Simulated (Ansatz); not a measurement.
## LiNbO3 (R3c): converging the G0W0 gap

Wanted: a G0W0 gap for LiNbO3 (R3c) that is converged in bands and cutoff, or an estimate of the limit.

Calculated with Ansatz 0.2.0; G0W0 on PBE, plane waves, PAW.

**1. Set-up**

The structure is trigonal, space group R3c (No. 161). Conventional cell: a = 5.152 Å, b = 5.152 Å, c = 13.869 Å, α = 90.00°, β = 90.00°, γ = 120.00°. Nearest to Li lie 6 O at 2.07 to 2.24 Å. Nearest to Nb lie 6 O at 1.88 to 2.13 Å. Nearest to O lie 2 Nb at 1.88 to 2.13 Å and 2 Li at 2.07 to 2.24 Å. Farther neighbours and most contacts between anions are not listed.

The cell and positions come from the Crystallography Open Database and are kept as given unless a step says otherwise. The default PAW set here is soft_2. Its files were made with PBE.

**2. 80 empty bands, screening to 48 eV**

Now the one-shot GW correction: screening in the RPA, then the self-energy of the levels asked for.

input.yaml

```yaml
crystal:
  lattice:
    - [2.5758, 1.4871388234, 4.623]
    - [-2.5758, 1.4871388234, 4.623]
    - [0.0, -2.9742776468, 4.623]
  atoms:
    - { symbol: Li, position: [0.2815, 0.2815, 0.2815] }
    - { symbol: Li, position: [0.7815, 0.7815, 0.7815] }
    - { symbol: Nb, position: [5.5e-05, 5.5e-05, 5.5e-05] }
    - { symbol: Nb, position: [0.500055, 0.500055, 0.500055] }
    - { symbol: O, position: [0.11231, 0.35836, 0.71959] }
    - { symbol: O, position: [0.71959, 0.11231, 0.35836] }
    - { symbol: O, position: [0.35836, 0.71959, 0.11231] }
    - { symbol: O, position: [0.21959, 0.85836, 0.61231] }
    - { symbol: O, position: [0.85836, 0.61231, 0.21959] }
    - { symbol: O, position: [0.61231, 0.21959, 0.85836] }
kpoints:
  mp_grid: { grid: [4, 4, 4] }
hamiltonian:
  xc: pbe
scf:
  occupations: { method: fixed }
gw:
  n_empty_bands: 80
  ecut_chi: 48
  qp_bands: [v3, c3]
  qp_kpoints: band_edges
  screening: { model: contour_deformation }
```

Run with:

```
ansatz run input.yaml --threads 3 --pin off --max-ram 92160MiB --backend cuda --events-out ev --progress --plain --runs-dir out --devices 1 --max-vram 13GiB
```

Numbers of over 12 decimals in the logs are rounded to 6 here.

Output:

```text
GPUs: using 1 of 1 available (devices: 1).
Engine: ansatz 0.2.0, x86_64-unknown-linux-gnu
Pseudopotentials: kind: paw
Pseudopotential: Li, paw, valence charge 3, recommended cutoff 420 eV (normal), Li.paw.azcp
Pseudopotential: Nb, paw, valence charge 13, recommended cutoff 420 eV (normal), Nb.paw.azcp
Pseudopotential: O, paw, valence charge 6, recommended cutoff 420 eV (normal), O.paw.azcp
Functional definition: PBE
  parameter kappa = 0.804
  parameter beta = 0.066725
  exchange = pbe_x(kappa = kappa, mu = beta*pi^2/3)
  correlation = pbe_c(beta = beta)
device memory: the entry about to start is reckoned to put 2.4 GiB on a device that reports 46.1 GiB free (of which the cap on the GPU budget leaves the run 13.0 GiB)
GPU FFT provider: cuFFT
GPU libraries: cuBLAS 13.8.2, cuFFT 12.4.0, cuSOLVER 12.3.4
Crystal: 10 atoms, lattice volume = 106.252 Å³
Basis set: ecut = 420 eV, 2091 PW (Γ)
Bands: 44, of which v1, the nominal top of the filled ones, is band 34 counted from 1 (33 counted from 0)
Symmetry: 6 space group operations
Space group: R3c (ITA 161), of the structure as read, at distance tolerance 4.7e-5 Å
k-points: 13 of 64 (time reversal used)
Non-local potential: Li, projectors of the file, l = 0: 3, l = 1: 2, l = 2: 1
Non-local potential: Nb, projectors of the file, l = 0: 3, l = 1: 2, l = 2: 2, l = 3: 1
Non-local potential: O, projectors of the file, l = 0: 2, l = 1: 2, l = 2: 1
PAW form: soft (Blöchl's): semilocal exchange-correlation on the pseudo side does not see the compensation charge
PAW one-centre angular grid: Li, 110 points (default); XC on 64 Gauss nodes
PAW one-centre angular grid: Nb, 590 points (default); XC on 64 Gauss nodes
PAW one-centre angular grid: O, 110 points (default); XC on 64 Gauss nodes
Initial density: superposition of atomic densities (neutral atoms: chi_scale 0, normalization atom), corrected by the library's trained network
Initial wavefunctions: pseudopotential atomic-orbital guess
GPU buffer pool allocated for 64000 grid points (all kernels)
GPU transforms: local potential and band sums: pruned to the plane-wave sphere, on 40×40×40
Functional: x = pbe(κ = 0.804, μ = 0.219515), c = pbe(β = 0.066725)
SCF iter   1: F=—  HF=-12929.440630 eV  |F-HF|=—  |Δ(HF+E_count)|=         —  Δρ=1.57e-3  dr2=8.67e-4  ethr=1.77e-3  ⟨swp⟩=4.9  Hψ=2020  notcnv=0  defer=102
preconditioner: auto → Resta (q_TF=auto, 2.533 Å⁻¹)  ε∞=5.5  [insulator: Δε(μ)=3.611 eV  Ē_g=11.727 eV  n_scr=26 (ndim 8)  ℏωp=25.0 eV  f_vac=0.019  ε∞_Penn≈5.5]
SCF iter   2: F=—  HF=-12929.441924 eV  |F-HF|=—  |Δ(HF+E_count)|=   1.29e-3  Δρ=8.50e-4  dr2=2.43e-4  ethr=1.28e-6  ⟨swp⟩=2.0  Hψ=1110  notcnv=0  defer=104
SCF iter   3: F=—  HF=-12929.442612 eV  |F-HF|=—  |Δ(HF+E_count)|=   6.87e-4  Δρ=3.68e-4  dr2=1.17e-4  ethr=3.58e-7  ⟨swp⟩=2.0  Hψ=854  notcnv=0  defer=104
SCF iter   4: F=—  HF=-12929.442641 eV  |F-HF|=—  |Δ(HF+E_count)|=   2.94e-5  Δρ=7.38e-5  dr2=6.11e-6  ethr=1.72e-7  ⟨swp⟩=2.2  Hψ=761  notcnv=0  defer=55
SCF iter   5: F=—  HF=-12929.442646 eV  |F-HF|=—  |Δ(HF+E_count)|=   5.01e-6  Δρ=2.62e-5  dr2=8.95e-7  ethr=8.99e-9  ⟨swp⟩=2.0  Hψ=745  notcnv=0  defer=50
SCF iter   6: F=-12929.442647 eV  HF=-12929.442647 eV  |F-HF|=1.05e-7  |Δ(HF+E_count)|=   8.81e-7  Δρ=9.22e-6  dr2=9.57e-8  ethr=1.47e-10  ⟨swp⟩=8.2  Hψ=2193  notcnv=0
SCF 1 converged in 6 iterations: F = -12929.442647 eV  dr2 = 9.57e-8
  greatest PAW one-centre occupation: 1.000 electrons in one spin orbital (limit 2), on the Li atom at site 1 (counted from 0), in its partial waves of l = 0
device memory: the entry about to start is reckoned to put 3.1 GiB on a device that reports 46.0 GiB free (of which the cap on the GPU budget leaves the run 13.0 GiB)
NSCF: frozen V_eff on 13 k-points
the band table was solved once the SCF had ended and its energy, with any forces and stress, was formed, with the checks that follow a solve (2261 applications of the Hamiltonian). They found nothing against the state; the energy, forces and stress were not computed again (output.eigenvalues in the input reference)
device memory: the entry about to start is reckoned to put 4.0 GiB on a device that reports 46.0 GiB free (of which the cap on the GPU budget leaves the run 13.0 GiB)
NSCF: frozen V_eff on 13 k-points
G₀W₀ screening: q 1/13
[... further progress lines ...]
device memory: the entry about to start is reckoned to put 0.7 GiB on a device that reports 45.9 GiB free (of which the cap on the GPU budget leaves the run 13.0 GiB)
NSCF: frozen V_eff on 1 k-points
device memory: the entry about to start is reckoned to put 0.7 GiB on a device that reports 45.9 GiB free (of which the cap on the GPU budget leaves the run 13.0 GiB)
NSCF: frozen V_eff on 1 k-points
device memory: the entry about to start is reckoned to put 0.7 GiB on a device that reports 45.9 GiB free (of which the cap on the GPU budget leaves the run 13.0 GiB)
NSCF: frozen V_eff on 1 k-points
SCF converged after 6 iterations
Free energy (F): -12929.442647 eV
Harris-Foulkes:  -12929.442647 eV  (|F-HF|=1.05e-7)
Internal energy: -12929.442647 eV  (E = F + TS)
E sigma→0 (E₀):  -12929.442647 eV
Fermi energy:    7.252951 eV
--- Per-component energies (eV) ---
  E_band       = -522.709357
  E_kinetic    = 1888.358127
  E_local      = -4295.003306  (includes V_loc(G=0)·N_el)
  E_nonlocal   = 450.273465
  E_hartree    = 1453.598701
  E_xc         = -818.448590
  E_vxc        = -1022.317263  (∫ρ·V_xc dr)
  E_paw        = -7134.321474  (= ΣΔE_a)
  E_vpaw       = -451.230748  (= ΣTr[D̂ρ^β])
  E_aug_tail   = 0.014761  (compensation charges beyond the density's cutoff)
  E_ewald      = -4473.914330
  E_smearing   = -0.000000  (= −TS)
  E_closure    = 0.000000  (closes the sum)
  Σ components = -12929.442647   (vs F -12929.442647, Δ=0.00e0)
--- Band table (eV; the first three rows and the last of 13) ---
  k-point 0: bands = [... 30 lower, 6.5644, 6.7835, 7.2530, 7.2530, 10.8729, 10.8729, 11.3421, 12.4543, ... 6 higher]
  k-point 1: bands = [... 30 lower, 6.7885, 6.8553, 7.0526, 7.1787, 10.9218, 11.0361, 11.4763, 12.1850, ... 6 higher]
  k-point 2: bands = [... 30 lower, 6.9644, 6.9644, 7.0396, 7.0396, 11.1788, 11.1788, 12.0021, 12.0021, ... 6 higher]
  k-point 12: bands = [... 30 lower, 6.9416, 6.9416, 6.9416, 6.9416, 11.9260, 11.9260, 12.1249, 12.1249, ... 6 higher]
--- G₀W₀: contour deformation, 6 samples at zero and on the imaginary axis and 1 off it, 64 q-points, 80 empty bands' worth ---
  eigenvalues of the whole cell's RPA ε∞ on this k-mesh (on a slab, of 1 + 4πα/V) = 5.0291, 5.2431, 5.2431; static W/v taken at q = 0 is 0.193255
  gw.qp_kpoints: band_edges: 13 of 13 stored k-points solved, in 1 pass; an edge of the gap read off the rows below is read off those points alone
    ik  band        ε_KS         Σx   Σc(E_QP)       V_xc       Z   E_QP_lin       E_QP  E_QP is
     0    32      6.7835   -25.9619     5.1476   -20.5751  0.7424     6.5432     6.5442  root
     0    33      7.2530   -25.7832     4.9513   -20.6778  0.7444     7.0985     7.0989  root
     0    34      7.2530   -25.7832     4.9513   -20.6778  0.7444     7.0985     7.0989  root
     0    35     10.8729   -13.7771    -4.3118   -19.6731  0.7838    12.4938    12.4572  root
     0    36     10.8729   -13.7771    -4.3118   -19.6731  0.7838    12.4938    12.4572  root
     0    37     11.3421   -14.0272    -4.3195   -19.9106  0.7765    12.9461    12.9060  root
     1    32      6.8553   -25.6536     4.9608   -20.4985  0.7423     6.6604     6.6611  root
     1    33      7.0526   -25.4514     4.9586   -20.2970  0.7418     6.8561     6.8568  root
     1    34      7.1787   -25.8201     4.9669   -20.6853  0.7437     7.0103     7.0108  root
     1    35     10.9218   -13.8486    -4.3674   -19.8004  0.7832    12.5434    12.5062  root
     1    36     11.0361   -13.7904    -4.3349   -19.7142  0.7824    12.6631    12.6250  root
     1    37     11.4763   -14.1030    -4.4497   -20.1707  0.7757    13.1387    13.0943  root
     2    32      6.9644   -25.7669     4.9893   -20.5918  0.7436     6.7780     6.7786  root
     2    33      7.0396   -25.6933     4.9947   -20.5029  0.7424     6.8433     6.8439  root
     2    34      7.0396   -25.6933     4.9947   -20.5029  0.7424     6.8433     6.8439  root
     2    35     11.1788   -13.8765    -4.4283   -19.8950  0.7794    12.8091    12.7690  root
     2    36     11.1788   -13.8765    -4.4283   -19.8950  0.7794    12.8091    12.7690  root
     2    37     12.0021   -14.3934    -4.5401   -20.5835  0.7675    13.7046    13.6521  root
     3    32      6.8922   -25.6211     5.0142   -20.3997  0.7405     6.6843     6.6851  root
     3    33      6.9668   -25.6459     4.8745   -20.6076  0.7438     6.8026     6.8030  root
     3    34      7.1771   -25.7663     5.0142   -20.5733  0.7426     6.9978     6.9983  root
     3    35     10.9375   -13.9381    -4.2846   -19.8080  0.7826    12.5599    12.5228  root
     3    36     11.4195   -14.1578    -4.3753   -20.1448  0.7753    13.0749    13.0312  root
     3    37     11.5230   -14.3108    -4.4043   -20.3282  0.7741    13.1807    13.1361  root
[...]
11    36     11.2332   -14.1465    -4.3146   -20.0517  0.7783    12.8639    12.8239  root
    11    37     12.0359   -14.6333    -4.5525   -20.8603  0.7657    13.7657    13.7105  root
    12    32      6.9416   -25.5534     4.9785   -20.3749  0.7413     6.7409     6.7416  root
    12    33      6.9416   -25.5534     4.9785   -20.3749  0.7413     6.7409     6.7416  root
    12    34      6.9416   -25.5534     4.9785   -20.3749  0.7413     6.7409     6.7416  root
    12    35     11.9260   -13.8540    -4.7456   -20.2079  0.7686    13.5841    13.5344  root
    12    36     11.9260   -13.8540    -4.7456   -20.2079  0.7686    13.5841    13.5344  root
    12    37     12.1249   -14.7294    -4.6669   -21.0995  0.7633    13.8881    13.8281  root
```

It took 18 s on 1 × NVIDIA H100 80GB HBM3 (shared by 6 runs) with 3 threads of AMD EPYC 7R13 (Zen 3), shared host; peak memory 1.1 GiB.

Reading the cycles: dr2 is the Hartree energy of the density residual (eV), the measure of convergence; HF is the Harris–Foulkes estimate of the energy, which meets the free energy F at convergence.

Numbers from this step:

```
bands summed                                 : 114
RPA ε∞ on this mesh (eigenvalues)            : 5.029, 5.243, 5.243
plane waves in the screening matrix          : 71
q-points in the mesh                         : 64
G0W0 gap on the mesh                         : 5.350 eV
k of the valence top                         : 0, 0, 0
k of the conduction bottom                   : 0, 0.25, -0.5
starting gap on the mesh                     : 3.618 eV
Z at the valence top                         : 0.7444
Z at the conduction bottom                   : 0.7848
least direct G0W0 gap on the computed points : 5.358 eV
```

The gap on the mesh goes from 3.62 eV to 5.35 eV, a correction of +1.73 eV. Between the two edge states, bare exchange in place of the xc potential would open the gap by 11.05 eV, and correlation takes back 9.32 eV.

**3. 226 empty bands, screening to 96 eV**

Bands and screening cutoff are moved together, since each hides the error of the other.

Changes to input.yaml since step 2:

```diff
@@ -23,4 +23,4 @@
 gw:
-  n_empty_bands: 80
-  ecut_chi: 48
+  n_empty_bands: 226
+  ecut_chi: 96
   qp_bands: [v3, c3]
```

Output:

```text
GPUs: using 1 of 1 available (devices: 1).
[...]
GPU FFT provider: cuFFT
GPU libraries: cuBLAS 13.8.2, cuFFT 12.4.0, cuSOLVER 12.3.4
Crystal: 10 atoms, lattice volume = 106.252 Å³
Basis set: ecut = 420 eV, 2091 PW (Γ)
Bands: 44, of which v1, the nominal top of the filled ones, is band 34 counted from 1 (33 counted from 0)
Symmetry: 6 space group operations
[...]
k-points: 13 of 64 (time reversal used)
[...]
GPU buffer pool allocated for 64000 grid points (all kernels)
[...]
SCF iter   1: F=—  HF=-12929.440630 eV  |F-HF|=—  |Δ(HF+E_count)|=         —  Δρ=1.57e-3  dr2=8.67e-4  ethr=1.77e-3  ⟨swp⟩=4.9  Hψ=2020  notcnv=0  defer=102
[...]
SCF iter   6: F=-12929.442647 eV  HF=-12929.442647 eV  |F-HF|=1.05e-7  |Δ(HF+E_count)|=   8.81e-7  Δρ=9.22e-6  dr2=9.57e-8  ethr=1.47e-10  ⟨swp⟩=8.2  Hψ=2193  notcnv=0
SCF 1 converged in 6 iterations: F = -12929.442647 eV  dr2 = 9.57e-8
[...]
NSCF: frozen V_eff on 13 k-points
[...]
G₀W₀ screening: q 1/13
[... further progress lines ...]
[...]
SCF converged after 6 iterations
Free energy (F): -12929.442647 eV
[...]
Internal energy: -12929.442647 eV  (E = F + TS)
E sigma→0 (E₀):  -12929.442647 eV
Fermi energy:    7.252951 eV
[...]
--- Band table (eV; the first three rows and the last of 13) ---
  k-point 0: bands = [... 30 lower, 6.5644, 6.7835, 7.2530, 7.2530, 10.8729, 10.8729, 11.3421, 12.4543, ... 6 higher]
  k-point 1: bands = [... 30 lower, 6.7885, 6.8553, 7.0526, 7.1787, 10.9218, 11.0361, 11.4763, 12.1850, ... 6 higher]
  k-point 2: bands = [... 30 lower, 6.9644, 6.9644, 7.0396, 7.0396, 11.1788, 11.1788, 12.0021, 12.0021, ... 6 higher]
  k-point 12: bands = [... 30 lower, 6.9416, 6.9416, 6.9416, 6.9416, 11.9260, 11.9260, 12.1249, 12.1249, ... 6 higher]
[...]
bands read: the sum over 260 bands ends inside a degenerate multiplet in 1 slot, whose members it reads at an even weight; the widest, k=7: bands 260 to 261 (counted from 1) at 1/2 each
[...]
0    32      6.7835   -25.9619     4.9436   -20.5751  0.7355     6.3368     6.3403  root
     0    33      7.2530   -25.7832     4.7479   -20.6778  0.7357     6.8934     6.8955  root
     0    34      7.2530   -25.7832     4.7479   -20.6778  0.7357     6.8934     6.8955  root
     0    35     10.8729   -13.7771    -4.7354   -19.6731  0.7772    12.0519    12.0334  root
     0    36     10.8729   -13.7771    -4.7354   -19.6731  0.7772    12.0519    12.0334  root
     0    37     11.3421   -14.0272    -4.7252   -19.9106  0.7696    12.5208    12.5002  root
     1    32      6.8553   -25.6536     4.7526   -20.4985  0.7347     6.4500     6.4528  root
     1    33      7.0526   -25.4514     4.7572   -20.2970  0.7334     6.6527     6.6554  root
[...]
12    34      6.9416   -25.5534     4.7772   -20.3749  0.7331     6.5374     6.5403  root
    12    35     11.9260   -13.8540    -5.1606   -20.2079  0.7614    13.1448    13.1193  root
    12    36     11.9260   -13.8540    -5.1606   -20.2079  0.7614    13.1448    13.1193  root
    12    37     12.1249   -14.7294    -5.0872   -21.0995  0.7555    13.4392    13.4078  root
```

The job ended after 36 s (1 × NVIDIA H100 80GB HBM3 (shared by 6 runs) with 3 threads; peak memory 1.3 GiB).

Numbers from this step:

```yaml
bands_summed: 260
rpa_eps_infinity_on_this_mesh_eigenvalues: 4.981, 5.203, 5.203
plane_waves_in_the_screening_matrix: 211
q_points_in_the_mesh: 64
g0w0_gap_on_the_mesh: 5.132 eV
k_of_the_valence_top: 0, 0, 0
k_of_the_conduction_bottom: 0, 0.25, -0.5
starting_gap_on_the_mesh: 3.618 eV
z_at_the_valence_top: 0.7357
z_at_the_conduction_bottom: 0.7783
least_direct_g0w0_gap_on_the_computed_points: 5.138 eV
```

Against the run with 4×4×4 mesh, 80 empty bands, screening to 48 eV, the gap moves by −0.22 eV.

**4. 488 empty bands, screening to 160 eV**

Changes to input.yaml since step 3:

```diff
@@ -23,4 +23,4 @@
 gw:
-  n_empty_bands: 226
-  ecut_chi: 96
+  n_empty_bands: 488
+  ecut_chi: 160.0
   qp_bands: [v3, c3]
```

Output:

```text
GPUs: using 1 of 1 available (devices: 1).
[...]
GPU FFT provider: cuFFT
GPU libraries: cuBLAS 13.8.2, cuFFT 12.4.0, cuSOLVER 12.3.4
Crystal: 10 atoms, lattice volume = 106.252 Å³
Basis set: ecut = 420 eV, 2091 PW (Γ)
Bands: 44, of which v1, the nominal top of the filled ones, is band 34 counted from 1 (33 counted from 0)
Symmetry: 6 space group operations
[...]
k-points: 13 of 64 (time reversal used)
[...]
1    33      7.0526   -25.4514     4.5215   -20.2970  0.7284     6.4124     6.4197  root
[...]
12    34      6.9416   -25.5534     4.5406   -20.3749  0.7282     6.2962     6.3038  root
    12    35     11.9260   -13.8540    -5.3842   -20.2079  0.7579    12.9121    12.8956  root
    12    36     11.9260   -13.8540    -5.3842   -20.2079  0.7579    12.9121    12.8956  root
    12    37     12.1249   -14.7294    -5.3309   -21.0995  0.7516    13.1840    13.1641  root
[key lines of the parts left out:]
SCF converged after 6 iterations
Free energy (F): -12929.442647 eV
Fermi energy:    7.252951 eV
```

The job ended after 73 s (1 × NVIDIA H100 80GB HBM3 (shared by 6 runs) with 3 threads; peak memory 1.8 GiB).

This step gave:

```
bands summed                                 : 522
RPA ε∞ on this mesh (eigenvalues)            : 4.942, 5.151, 5.151
plane waves in the screening matrix          : 495
G0W0 gap on the mesh                         : 5.163 eV
k of the valence top                         : 0, 0, 0
k of the conduction bottom                   : 0, 0.25, -0.5
starting gap on the mesh                     : 3.618 eV
least direct G0W0 gap on the computed points : 5.165 eV
```

Against the run with 4×4×4 mesh, 226 empty bands, screening to 96 eV, the gap moves by +0.03 eV.

**5. Changing the k mesh: 2×2×2 mesh, 226 empty bands, screening to 96 eV**

A second mesh at equal bands and cutoff isolates the sampling error. Bands and cutoff differ from the step before, so it is read against an earlier run that matches them.

Changes to input.yaml since step 4:

```diff
@@ -17,3 +17,3 @@
 kpoints:
-  mp_grid: { grid: [4, 4, 4] }
+  mp_grid: { grid: [2, 2, 2] }
 hamiltonian:
@@ -23,4 +23,4 @@
 gw:
-  n_empty_bands: 488
-  ecut_chi: 160.0
+  n_empty_bands: 226
+  ecut_chi: 96
   qp_bands: [v3, c3]
```

Output:

```text
GPUs: using 1 of 1 available (devices: 1).
[...]
concurrent solve slots: 2 of 3 are kept, ahead of what memory takes: no pass of the eigensolver takes more rounds on 2
[...]
GPU FFT provider: cuFFT
GPU libraries: cuBLAS 13.8.2, cuFFT 12.4.0, cuSOLVER 12.3.4
Crystal: 10 atoms, lattice volume = 106.252 Å³
Basis set: ecut = 420 eV, 2091 PW (Γ)
[...]
1    33      7.0491   -25.8078     4.8998   -20.5020  0.7321     6.6401     6.6431  root
[...]
3    34      6.9511   -25.6689     4.8860   -20.3738  0.7311     6.5390     6.5420  root
     3    35     11.9242   -13.7806    -5.2347   -20.2092  0.7604    13.1437    13.1180  root
     3    36     11.9242   -13.7806    -5.2347   -20.2092  0.7604    13.1437    13.1180  root
     3    37     12.1242   -14.6846    -5.1332   -21.1013  0.7555    13.4388    13.4078  root
[key lines of the parts left out:]
SCF converged after 7 iterations
Free energy (F): -12929.395850 eV
Fermi energy:    7.262758 eV
```

Elapsed: 15 s, on 1 × NVIDIA H100 80GB HBM3 (shared by 6 runs) with 3 threads; peak memory 1.1 GiB.

Numbers from this step:

- bands summed: 260
- RPA ε∞ on this mesh (eigenvalues): 5.242, 5.242, 5.275
- plane waves in the screening matrix: 211
- G0W0 gap on the mesh: 5.139 eV
- k of the valence top: 0, 0, 0
- k of the conduction bottom: 0, 0, 0
- starting gap on the mesh: 3.607 eV
- least direct G0W0 gap on the computed points: 5.139 eV

Against the run with 4×4×4 mesh, 226 empty bands, screening to 96 eV, the gap moves by +0.006 eV. A band edge is found at another k point on this mesh.

(Continued in part 2 of 2.)

[Paths, hosts, dates, memory and timing lines, banners, echoed tables and standing remarks are left out of the program output.]

[Logs are printed without paths, hosts, clocks, repeated set-up lines and the standing remarks that a program may print on its own settings, such as how far it seeks lower states.]

[Runs of the session that timed out or met a known fault of the program may be left out.]

[Cells called generated may have been cut or substituted from an entry of the Crystallography Open Database or the Materials Project.]

[Hosts, paths, dates, database ids (printed as entryN), source tags and the programs' standing remarks are cut or masked in the printed files.]
